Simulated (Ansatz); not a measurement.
# Heat carried by phonons in GaP (F-43m), part 2 of 2

Wanted: κ(T), lifetimes and mean free paths for GaP.

What experiment has found for this phase:
- thermal conductivity 100 W/m/K near room temperature (given in “Combining the AFLOW GIBBS and Elastic Libraries to efficiently and robustly screen thermo-mechanical properties of solids”, 2017, arXiv:1611.05714)

Ansatz 0.2.0; DFT r2SCAN, scalar-relativistic, plane waves, PAW.

So far, gap on the k-mesh (eV): step 2 (probe on a coarse mesh) 1.90; step 3 (relaxing cell and atoms, k-mesh 8×8×8, smearing width 0.02 eV) 1.89; step 4 (relaxing cell and atoms, k-mesh 9×9×9, occupations fixed) 1.85. The relaxed cell has a = 5.451 Å (conventional setting).

### Step 5. Third-order constants and the Boltzmann equation

Pairs of atoms inside the cutoff are displaced in a supercell, the forces give the cubic constants, and these give the three-phonon rates of the Boltzmann equation.

File input.yaml:

```yaml
crystal:
  lattice:
    - [0.0, 2.7256871137, 2.7256871137]
    - [2.7256871137, 0.0, 2.7256871137]
    - [2.7256871137, 2.7256871137, 0.0]
  atoms:
    - { symbol: Ga, position: [0.0, 0.0, 0.0] }
    - { symbol: P, position: [0.25, 0.25, 0.25] }
kpoints:
  mp_grid: { grid: [6, 6, 6] }
hamiltonian:
  xc: r2scan
scf:
  occupations: { method: fixed }
output:
  eigenvalues: true
phonons:
  method: fd
  dielectric: true
  qmesh: [6, 6, 6]
  temperatures: { t_max: 1000, t_step: 50 }
  qpath:
    path:
      - [[0.0, 0.0, 0.0], [0.5, 0.0, 0.5], [0.5, 0.25, 0.75], [0.375, 0.375, 0.75], [0.0, 0.0, 0.0], [0.5, 0.5, 0.5], [0.625, 0.25, 0.625], [0.5, 0.25, 0.75], [0.5, 0.5, 0.5], [0.375, 0.375, 0.75]]
      - [[0.625, 0.25, 0.625], [0.5, 0.0, 0.5]]
    npoints: 10
  third_order: { supercell: [3, 3, 3], pair_cutoff: 4.67 }
  lattice_thermal_conductivity:
    qmesh: [19, 19, 19]
    temperatures: [100.0, 150.0, 200.0, 300.0, 400.0, 500.0, 600.0, 800.0]
    isotope_mass_variance: [{ species: Ga, variance: 0.0001971 }, { species: P, variance: 0.0 }]
```

Command:

```sh
$ ansatz run input.yaml --threads 18 --pin off --max-ram 92160MiB --backend cuda --events-out ev --progress --plain --runs-dir out --max-vram 78GiB
```

Numbers of over 12 decimals in the logs are rounded to 6 here.

What it wrote:

```text
Warning: phonons: the dynamical matrix that this run interpolates holds no multipole term above the dipole-dipole one, and a site of this crystal is no centre of inversion, so its interpolated transverse optical and acoustic branches and sound speeds can stay off near Gamma, and the density of states and the thermodynamics with them. What a run solves at a wave vector of phonons.qpoints, Gamma apart, where the deck admits one, is free of this, and under fd what a larger phonons.supercell samples
Warning: phonons.dielectric: true without phonons.rigid_motions: the static dielectric tensor ε⁰ will be withheld (ε∞, Z* and the rows of modes are given); for a crystal or a slab, whose only rigid motions are the translations, set phonons.rigid_motions: translations
[...]
Crystal: 12 atoms, lattice volume = 243.002 Å³
Basis set: ecut = 500 eV, 6109 PW (Γ), FFT grids on a1, −a1+a2+a3, −a1+a3, exchange–correlation on 150×360×250 points (125 copies of the dense FFT grid, shifted against one another)
Bands: 66, of which v1, the nominal top of the filled ones, is band 54 counted from 1 (53 counted from 0)
Symmetry: 12 space group operations
k-points: 16 of 36 (time reversal used)
[...]
SCF iter   1: F=—  HF=-27302.824880 eV  |F-HF|=—  |Δ(HF+E_count)|=         —  Δρ=5.54e-8  dr2=1.04e-11  dr2_τ=6.41e-14  ethr=1.00e-12  ⟨swp⟩=3.0  Hψ=2698  notcnv=0
[...]
SCF iter   2: F=-27302.824880 eV  HF=-27302.824880 eV  |F-HF|=0.00e0  |Δ(HF+E_count)|=    0.00e0  Δρ=2.69e-8  dr2=1.80e-12  dr2_τ=2.61e-14  ethr=1.00e-12  ⟨swp⟩=4.0  Hψ=3072  notcnv=0
SCF 1 converged in 2 iterations: F = -27302.824880 eV  dr2 = 1.80e-12
[...]
SCF iter   2: F=-27302.824880 eV  HF=-27302.824880 eV  |F-HF|=3.64e-12  |Δ(HF+E_count)|=  5.82e-11  Δρ=1.61e-8  dr2=6.41e-13  dr2_τ=7.85e-15  ethr=1.00e-12  ⟨swp⟩=4.3  Hψ=3091  notcnv=0
SCF 2 converged in 2 iterations: F = -27302.824880 eV  dr2 = 6.41e-13
[...]
Crystal: 2 atoms, lattice volume = 40.500 Å³
Basis set: ecut = 500 eV, 965 PW (Γ), exchange–correlation on 120×120×120 points (64 copies of the dense FFT grid, shifted against one another)
Bands: 13, of which v1, the nominal top of the filled ones, is band 9 counted from 1 (8 counted from 0)
Symmetry: 24 space group operations
k-points: 46 of 216 (irreducible under 4 space group operations, time reversal used)
[...]
SCF 3 converged in 4 iterations: F = -4550.470813 eV  dr2 = 3.62e-11
[...]
supercell 10 (6 cells, vectors [1, 0, 0], [0, 1, 0], [0, 0, 6] in multiples of the cell's): 4 displaced members by 0.0025 Å; free energy -27302.824880 eV; taken off its force constants: by the sum rule 8.2e-5, by the symmetrisation 3.7e-5 eV/Å²; Γ matrix within 2.7e-5 eV/Å² of supercell 1's
  symmetry images taken by strict's conditions (phonons.symmetry_images: auto; settled by no image being taken that strict refuses)
  q = [0.0000, 0.0000, 0.0000] (star 1, supercell 1; hermiticity 1.38e-16, symmetrization 3.19e-7): 0.00 0.00 0.00 359.94 359.94 359.94
[...]
joined force constants: q→R imaginary residual 5.00e-19
  density of states and harmonic sums: on the 24×24×24 q-mesh, interpolated from the force constants of a 6×6×6 supercell (with the dipole–dipole term)
  largest difference from the sums on the solved wave vectors: F 3.63e-3 eV, S 4.81e-6 and C_V 1.18e-6 eV/K
  zero-point energy: 0.093562 eV/cell   skipped modes (ω ≤ 0): 3   left out of the sums: 3.62e-5 of the cell's modes: C_V's classical limit lies that fraction below 3 k_B per atom; for a crystal, a wire or a layer, F and S can be off by more, and a phonons.interpolated_qmesh denser along its periods is the remedy for the sampling
--- Third-order force constants: 101 member SCFs in a 3×3×3 supercell (pair cutoff 4.670 Å, amplitude 0.03 Å, SCF threshold 1.00e-9 eV, Σ member SCF iterations 790) ---
[...]
sum-rule residual: 5.333e-1 → 1.881e-14 eV/Å³; symmetrization residual: 1.039e-2 eV/Å³; largest sum-rule correction relative to its orbit: 4.246e-1, on the orbit of the block of home site 0 with site 1 of cell (-1, -1, 0) and site 1 of cell (-1, -1, 0), whose norm before the correction was 2.196e-1 eV/Å³
--- Lattice thermal conductivity: 19×19×19 mesh (220 irreducible points), tetrahedron method ---
  three-phonon and isotope scattering only; four-phonon, boundary and, in a metal, phonon-electron scattering are left out
  each conductivity is what the modes' populations carry and what the coherences between them add
  conductivity (a third of the tensor's trace), W/(m K), in the relaxation-time approximation and from the full solution:
       T (K)   relaxation time   full solution  iterations             ending  least Ritz value
      100.00          480.1702        487.5491           7          converged          7.106e-1
      150.00          270.5999        276.0826           7          converged          6.737e-1
      200.00          191.2533        195.6523           7          converged          6.596e-1
      300.00          124.0607        127.2481           7          converged          6.476e-1
      400.00           93.1354         95.6519           7          converged          6.421e-1
      500.00           74.9438         77.0290           7          converged          6.390e-1
      600.00           62.8433         64.6260           7          converged          6.369e-1
      800.00           47.6361         49.0204           7          converged          6.344e-1
```

Wall time 3.7 min (1 × NVIDIA GB200 with 18 threads of Arm Neoverse V2, shared host); peak memory 2.1 GiB.

This step gave:

```yaml
gamma_frequencies: 0, 0, 0, 359.9, 359.9, 359.9 cm⁻¹ (negative: imaginary)
lowest_frequency_on_the_path: 0 cm⁻¹
zero_point_energy: 0.09356 eV/cell
point_group: -43m
highest_frequency: 396.9 cm⁻¹
debye_temperature_from_the_second_moment: 516 K
kappa_at_300_k_relaxation_time: 124.1 W/m/K
kappa_at_300_k_full_solution: 127.2 W/m/K
dipole_term: run
mean_free_path_at_half_of_kappa: 890 nm
share_of_kappa_above_the_three_lowest_branches: 0.006
third_order_blocks: 842
periodic_aliases_dropped: 168
largest_relative_sum_rule_correction: 0.4246
displaced_cells_third_order: 101
```

LO-TO term included. The phonon branches at the labelled points (cm⁻¹):

```csv
point,branch 1,branch 2,branch 3,branch 4,branch 5,branch 6
Γ,0,0,0,360,360,397
halfway,94,94,167,356,356,390
X,109,109,252,357,357,369
halfway,119,128,236,339,359,385
W,129,149,217,328,360,393
halfway,120,146,222,333,359,391
K,108,144,228,338,355,389
halfway,85,112,166,353,355,391
Γ,0,0,0,360,360,397
halfway,70,70,162,357,357,388
L,84,84,235,357,357,372
halfway,100,130,216,344,355,388
U,108,144,228,338,355,389
halfway,120,146,222,333,359,391
W,129,149,217,328,360,393
halfway,109,134,214,341,356,390
L,84,84,235,357,357,372
halfway,100,130,216,344,355,388
K,108,144,228,338,355,389
jump to U,108,144,228,338,355,389
halfway,109,124,244,347,357,380
X,109,109,252,357,357,369
```

The phonon branches as a text plot (rows in cm⁻¹):

```
    389 |******    ********************    ************   *****
    372 |      ****                    ****            ***     **
    356 |********************************************************
    339 |          **  *****                *****  ***    ******
    322 |            **                          **
    306 |
    289 |
    273 |
    256 |       ***                                             *
    240 |          *                     **             *     **
    223 |      *    *******             *  *********  ** *****
    207 |                              *            **
    190 |     *            **
    174 |    *               *
    157 |             *               *           *
    141 |   *       ** *****  *      *       ***** ***      ***
    124 |          *****    *               *   *****     **   *
    107 |  *  *****     **** * *    *      *****     **    ******
     91 |   **              ***          ***          *****
     74 | **                  ***     ***
     58 |                      **    *
     41 |**                     ** **
     25 |*                       * *
      8 |                         *
         Γ       X    W  K        Γ      L     U  W     L   K|U X
```

W/m/K. Kappa, by row:

```csv
T (K),RTA xx,RTA yy,RTA zz,full xx,full yy,full zz,coherence part xx,coherence part yy,coherence part zz,ending,iterations,least Ritz value
100,480.2,480.2,480.2,487.5,487.5,487.5,0.02023,0.02023,0.02023,converged,7,0.711
150,270.6,270.6,270.6,276.1,276.1,276.1,0.04047,0.04047,0.04047,converged,7,0.674
200,191.3,191.3,191.3,195.7,195.7,195.7,0.06055,0.06055,0.06055,converged,7,0.66
300,124.1,124.1,124.1,127.2,127.2,127.2,0.09117,0.09117,0.09117,converged,7,0.648
400,93.14,93.14,93.14,95.65,95.65,95.65,0.1094,0.1094,0.1094,converged,7,0.642
500,74.94,74.94,74.94,77.03,77.03,77.03,0.1192,0.1192,0.1192,converged,7,0.639
600,62.84,62.84,62.84,64.63,64.63,64.63,0.1242,0.1242,0.1242,converged,7,0.637
800,47.64,47.64,47.64,49.02,49.02,49.02,0.1277,0.1277,0.1277,converged,7,0.634
```

Lattice thermal conductivity against temperature:

```csv
temperature (K),RTA xx (W/m/K),full xx (W/m/K)
100,480,488
150,271,276
200,191,196
300,124,127
400,93.1,95.7
500,74.9,77.0
600,62.8,64.6
800,47.6,49.0
```

The modes has structure finer than the step of the table below, so its rows give means over 10 cm⁻¹, whole bins alone (the curve runs from -10 to 418 cm⁻¹). Peaks (cm⁻¹: height): Ga 108.6: 0.0373, 213.7: 0.0300, 356.5: 0.0349, 388.9: 0.0131; P 356.5: 0.122, 388.9: 0.0712.

Phonopy on the run's constants, 17x17x17 mesh, Gaussian sigma 3.1 cm⁻¹. Modes against wavenumber; means over each step; values in 1/cm⁻¹/cell:

```csv
wavenumber (cm⁻¹),Ga,P
0,3.7e-5,1.4e-5
10,1.4e-5,4.4e-6
20,2.3e-4,9.8e-5
30,3.4e-4,1.5e-4
40,0.00111,4.7e-4
50,0.00120,4.9e-4
60,0.00262,0.00102
70,0.00442,0.00165
80,0.00997,0.00347
90,0.0173,0.00560
100,0.0253,0.00732
110,0.0340,0.00864
120,0.0248,0.00562
130,0.0172,0.00365
140,0.0177,0.00350
150,0.00993,0.00197
160,0.00249,6.7e-4
170,0.00284,7.0e-4
180,0.00420,9.0e-4
190,0.00624,0.00110
200,0.0102,0.00128
210,0.0225,0.00155
220,0.0208,9.5e-4
230,0.00859,3.0e-4
240,0.00361,8.8e-5
250,0.00119,1.6e-5
260,4.2e-5,0
270,0,0
280,0,0
290,0,0
300,0,0
310,0,0
320,3.4e-6,2.0e-4
330,3.1e-4,0.00881
340,0.00257,0.0292
350,0.0143,0.0594
360,0.0187,0.0653
370,4.3e-4,0.00312
380,0.00318,0.0213
390,0.0103,0.0549
400,0.00149,0.00651
410,1.4e-6,2.7e-6
```

Distinct triplets, nearest first. Third order norms, by row:

```csv
sites,side 1 (Å),side 2 (Å),side 3 (Å),norm of the 27 components (eV/Å³)
Ga-Ga-Ga,0,0,0,71
P-P-P,0,0,0,75.04
Ga-P-P,0,2.36,2.36,30
Ga-P-Ga,0,2.36,2.36,30.38
Ga-Ga-P,2.36,2.36,3.85,0.838
Ga-P-P,2.36,2.36,3.85,0.681
Ga-Ga-Ga,0,3.85,3.85,0.761
Ga-Ga-Ga,3.85,3.85,3.85,0.175
Ga-Ga-Ga,3.85,3.85,3.85,0.062
P-P-P,0,3.85,3.85,1.184
P-P-P,3.85,3.85,3.85,0.096
P-P-P,3.85,3.85,3.85,0.228
Ga-P-Ga,2.36,3.85,4.52,0.134
Ga-P-P,2.36,3.85,4.52,0.158
Ga-P-P,0,4.52,4.52,0.156
Ga-P-P,3.85,4.52,4.52,0.017
Ga-P-P,3.85,4.52,4.52,0.04
Ga-P-Ga,3.85,4.52,4.52,0.023
Ga-P-Ga,3.85,4.52,4.52,0.014
Ga-P-Ga,0,4.52,4.52,0.196
```

Born charge (rows field, columns displacement) (e), principal values of the symmetric part by kind of site:

```csv
atom,atoms with these values,low,middle,high,mean
Ga1,1,2.15,2.15,2.15,2.15
P2,1,-2.15,-2.15,-2.15,-2.15
```

In full for Ga1:

```
2.15 0.00 0.00
0.00 2.15 0.00
0.00 0.00 2.15
```

RTA, 300 K. Kappa by branch, by row:

```csv
branch (by rank),mean frequency (THz),mean rms speed (km/s),median lifetime (ps),share of kappa
1,2.99,1.4,56.3,0.333
2,3.56,2.03,21.9,0.328
3,5.99,2.35,2.46,0.334
4,10.4,0.7,3,0.001
5,10.69,0.19,1.83,0
6,11.63,0.54,14.4,0.005
```

Table of spectral kappa at 300 K by frequency; read off at these points; values in W/m/K/THz:

```csv
frequency (THz),relaxation time (W/m/K/THz),full solution (W/m/K/THz)
0.10,0,0
0.50,20.5,20.3
0.70,7.52,7.53
1.10,54.8,55.0
1.30,9.23,9.06
1.70,58.9,59.9
2.10,103,105
2.30,46.8,47.5
2.70,56.5,57.6
2.90,41.0,42.3
3.50,19.2,20.4
4.10,2.57,2.86
4.50,4.24,4.68
5.10,1.38,1.72
5.70,3.98,4.17
6.30,0.642,0.664
6.90,0.21,0.269
7.50,0.00243,0.00388
7.90,0,0
8.50,0,0
9.10,0,0
9.70,0,0
10.30,0.295,0.468
10.70,0.0821,0.0934
11.30,0.743,0.840
11.90,0.0165,0.0512
```

Relaxation-time solution. Table of share of κ carried by shorter paths by mean free path:

```csv
mean free path (nm),100 K,300 K,800 K
1,0,0,0.001
1.47,0,0,0.003
3.16,0,0.002,0.007
4.64,0,0.003,0.009
10,0,0.007,0.023
14.7,0.001,0.01,0.044
31.6,0.002,0.027,0.098
46.4,0.004,0.053,0.138
68.1,0.006,0.077,0.188
147,0.026,0.164,0.328
215,0.048,0.213,0.382
464,0.113,0.332,0.699
681,0.172,0.402,0.781
1470,0.236,0.736,0.863
2150,0.277,0.799,0.968
3160,0.319,0.811,1
6810,0.525,0.962,1
10000,0.668,1,1
21500,0.802,1,1
31600,0.918,1,1
68100,0.973,1,1
1.0e5,1,1,1
```

300 K; a sample spread over frequency. Mode lifetimes, by row, the first 40 of 90 rows:

```csv
q1,q2,q3,branch,frequency (THz),rms speed (km/s),three-phonon rate (1/ps),isotope rate (1/ps),lifetime (ps),mean free path (nm)
0,0,0.0526,1,0.559,3.56,8.21e-4,4.21e-7,1220,4340
0,0.1053,0.1053,1,1.492,3.5,0.00447,4.77e-5,221,775
0,0,0.2105,2,1.91,1.97,0.00174,1.63e-4,526,1030
0,0,0.2632,2,2.164,1.25,0.00321,3.50e-4,281,351
0.0526,0.1579,-0.1579,1,2.335,2.37,0.00425,6.23e-4,205,485
0,0,0.4211,1,2.479,0.32,0.00564,0.00112,148,46.7
0,0.0526,0.3684,2,2.557,2.14,0.00564,0.00168,137,292
0,0.0526,-0.3684,2,2.622,2.21,0.00644,0.00188,120,266
0,0.0526,-0.4737,2,2.702,2.16,0.00683,0.00209,112,242
0.0526,0.2105,-0.2105,1,2.796,1.78,0.00873,0.00248,89.3,159
0.0526,0.1053,0.4211,2,2.884,2.89,0.0092,0.00286,83,240
0.1053,0.2632,0.3684,1,2.971,1.75,0.0162,0.00343,50.9,88.9
0,0.1053,-0.3158,2,3.009,3.2,0.0138,0.00364,57.5,184
0,0.2105,-0.4737,1,3.066,0.93,0.0119,0.00419,62,57.5
0.1053,0.2632,-0.2105,1,3.133,1.71,0.017,0.00486,45.8,78.3
0.0526,0.3158,0.4211,1,3.196,1.21,0.024,0.00614,33.2,40.3
0.0526,0.3684,0.4211,1,3.24,0.76,0.0267,0.00748,29.3,22.2
0.1053,0.2632,-0.4737,1,3.261,1.59,0.024,0.00929,30.1,47.8
0.0526,0.3158,-0.4211,1,3.293,1.14,0.0243,0.0088,30.2,34.3
0.0526,0.4211,-0.4737,1,3.336,1.14,0.0311,0.0071,26.2,29.8
0.0526,0.1053,0.2105,3,3.403,5.14,0.0135,0.00555,52.6,271
0.1053,0.3684,-0.4737,1,3.465,1.34,0.0427,0.00603,20.5,27.5
0.0526,0.2105,0.4211,2,3.538,2,0.0377,0.00566,23.1,46.3
0.1579,0.3684,-0.2632,1,3.61,1.16,0.0604,0.00549,15.2,17.7
0,0.2105,0.4211,2,3.696,1.72,0.0564,0.00519,16.2,28
0.1579,0.3158,0.4737,2,3.788,2.05,0.0805,0.00464,11.7,24
0.0526,0.2105,-0.3684,2,3.891,2.64,0.0896,0.00413,10.7,28.2
0.1053,0.3158,-0.4737,2,4.004,1.53,0.137,0.00471,7.06,10.8
0.0526,0.1579,0.2632,3,4.149,4.44,0.0481,0.00495,18.9,83.6
0.0526,0.2632,-0.3684,2,4.234,1.65,0.319,0.00616,3.08,5.08
0.1053,0.3158,-0.3158,2,4.347,1.12,0.256,0.00715,3.8,4.24
0,0.1579,-0.1579,3,4.443,3.77,0.0498,0.00802,17.3,65.3
0.0526,0.1579,0.3158,3,4.808,3.97,0.0524,9.03e-4,18.8,74.5
0,0.0526,-0.2632,3,5.289,4.5,0.131,0.00179,7.55,34
0,0.2105,0.3684,3,5.677,3.08,0.0599,0.00328,15.8,48.8
0.1053,0.2632,0.4737,3,5.964,2.09,0.109,0.00606,8.66,18.1
0.0526,0.2105,0.4737,3,6.158,1.78,0.17,0.00985,5.57,9.9
0.1053,0.2632,-0.3158,3,6.291,1.04,0.534,0.0165,1.82,1.89
0,0.3158,-0.3158,3,6.369,1.51,0.701,0.0248,1.38,2.07
0.1579,0.3684,-0.3158,3,6.429,0.56,0.634,0.0361,1.49,0.834
```

Without the LO-TO term. Gamma linewidths, by row:

```csv
branch,frequency (cm⁻¹),three-phonon rate (1/ps),isotope rate (1/ps),FWHM (cm⁻¹)
4,359.9,1.14,0.00238,6.06
5,359.9,1.14,0.00238,6.06
6,359.9,1.14,0.00238,6.06
```

W/m/K, third of the trace; RTA populations with a boundary rate v/L added to each mode (Matthiessen's rule). Kappa by grain size, by row:

```csv
T (K),bulk,10 nm,30 nm,100 nm,300 nm,1000 nm,10000 nm,100000 nm
100,480.1,4.396,11.63,30.34,63.3,120.9,292.2,433.9
300,124,4.961,11.3,24.34,42.87,68.72,109.8,122.1
600,62.72,4.353,9.203,18.18,29.58,43.04,58.9,62.28
```

W/m/K, third of the trace; RTA populations with the isotope rates scaled. Kappa by mass disorder, by row:

```csv
T (K),no isotopes,as typed,variance x 3,variance x 10,variance x 30
100,717.1,480.1,335.1,194.4,107
300,143.3,124,102.3,70.96,45.03
600,67.76,62.72,55.61,42.46,28.86
```

At 300 K the relaxation-time value is 124 W/(m K).

### Step 6. Summary of results

- highest frequency: 396.9 cm⁻¹
- Debye temperature from the second moment: 516 K
- κ at 300 K (relaxation time): 124.1 W/m/K
- κ at 300 K (full solution): 127.2 W/m/K
- mean free path at half of κ: 890 nm
- share of κ above the three lowest branches: 0.006

The lattice of GaP conducts 127 W/(m K) at 300 K by r2SCAN (mean over directions, full solution). The full solution lies +2 % from the relaxation-time value at 300 K, so the relaxation-time approximation serves here. Above 300 K the relaxation-time κ falls as T^-0.98, near the 1/T law of three-phonon scattering. Grains of 100 nm would keep 20 % of the bulk value at 300 K, and grains of 1 µm 55 %. Removing the natural isotope disorder raises κ at 300 K by 16 %. A measured thermal conductivity near room temperature is 100 W/m/K (arXiv:1611.05714); the calculated 127 W/m/K differs by +27 %. Four-phonon, defect and boundary scattering, which are left out, would lower the calculated value; thermal expansion is left out too. The sum rules changed one orbit of cubic constants by up to 42 %; by the manual a large change points to a short cutoff or, on a small and distant orbit, to noisy forces. The conductivities include the coherence part between close branches; the shares for grains, isotopes, branches and paths are of the relaxation-time populations alone. Cubic couplings among atoms farther apart than the pair cutoff are dropped, and neither the cutoff nor the q-mesh was shown to be converged here. The interpolation has no quadrupole term, so branches near the zone centre are less sure, since this crystal has sites that are not centres of inversion. The PAW files were made for PBE and are used here under another functional, for which the program regenerates the frozen cores.

[Logs are printed without paths, hosts, clocks, repeated set-up lines and the standing remarks that a program may print on its own settings, such as how far it seeks lower states.]

[Hosts, paths, dates, database ids (printed as entryN), source tags and the programs' standing remarks are cut or masked in the printed files.]

[A step with changed settings may run another functional than the one named; its input shows which.]
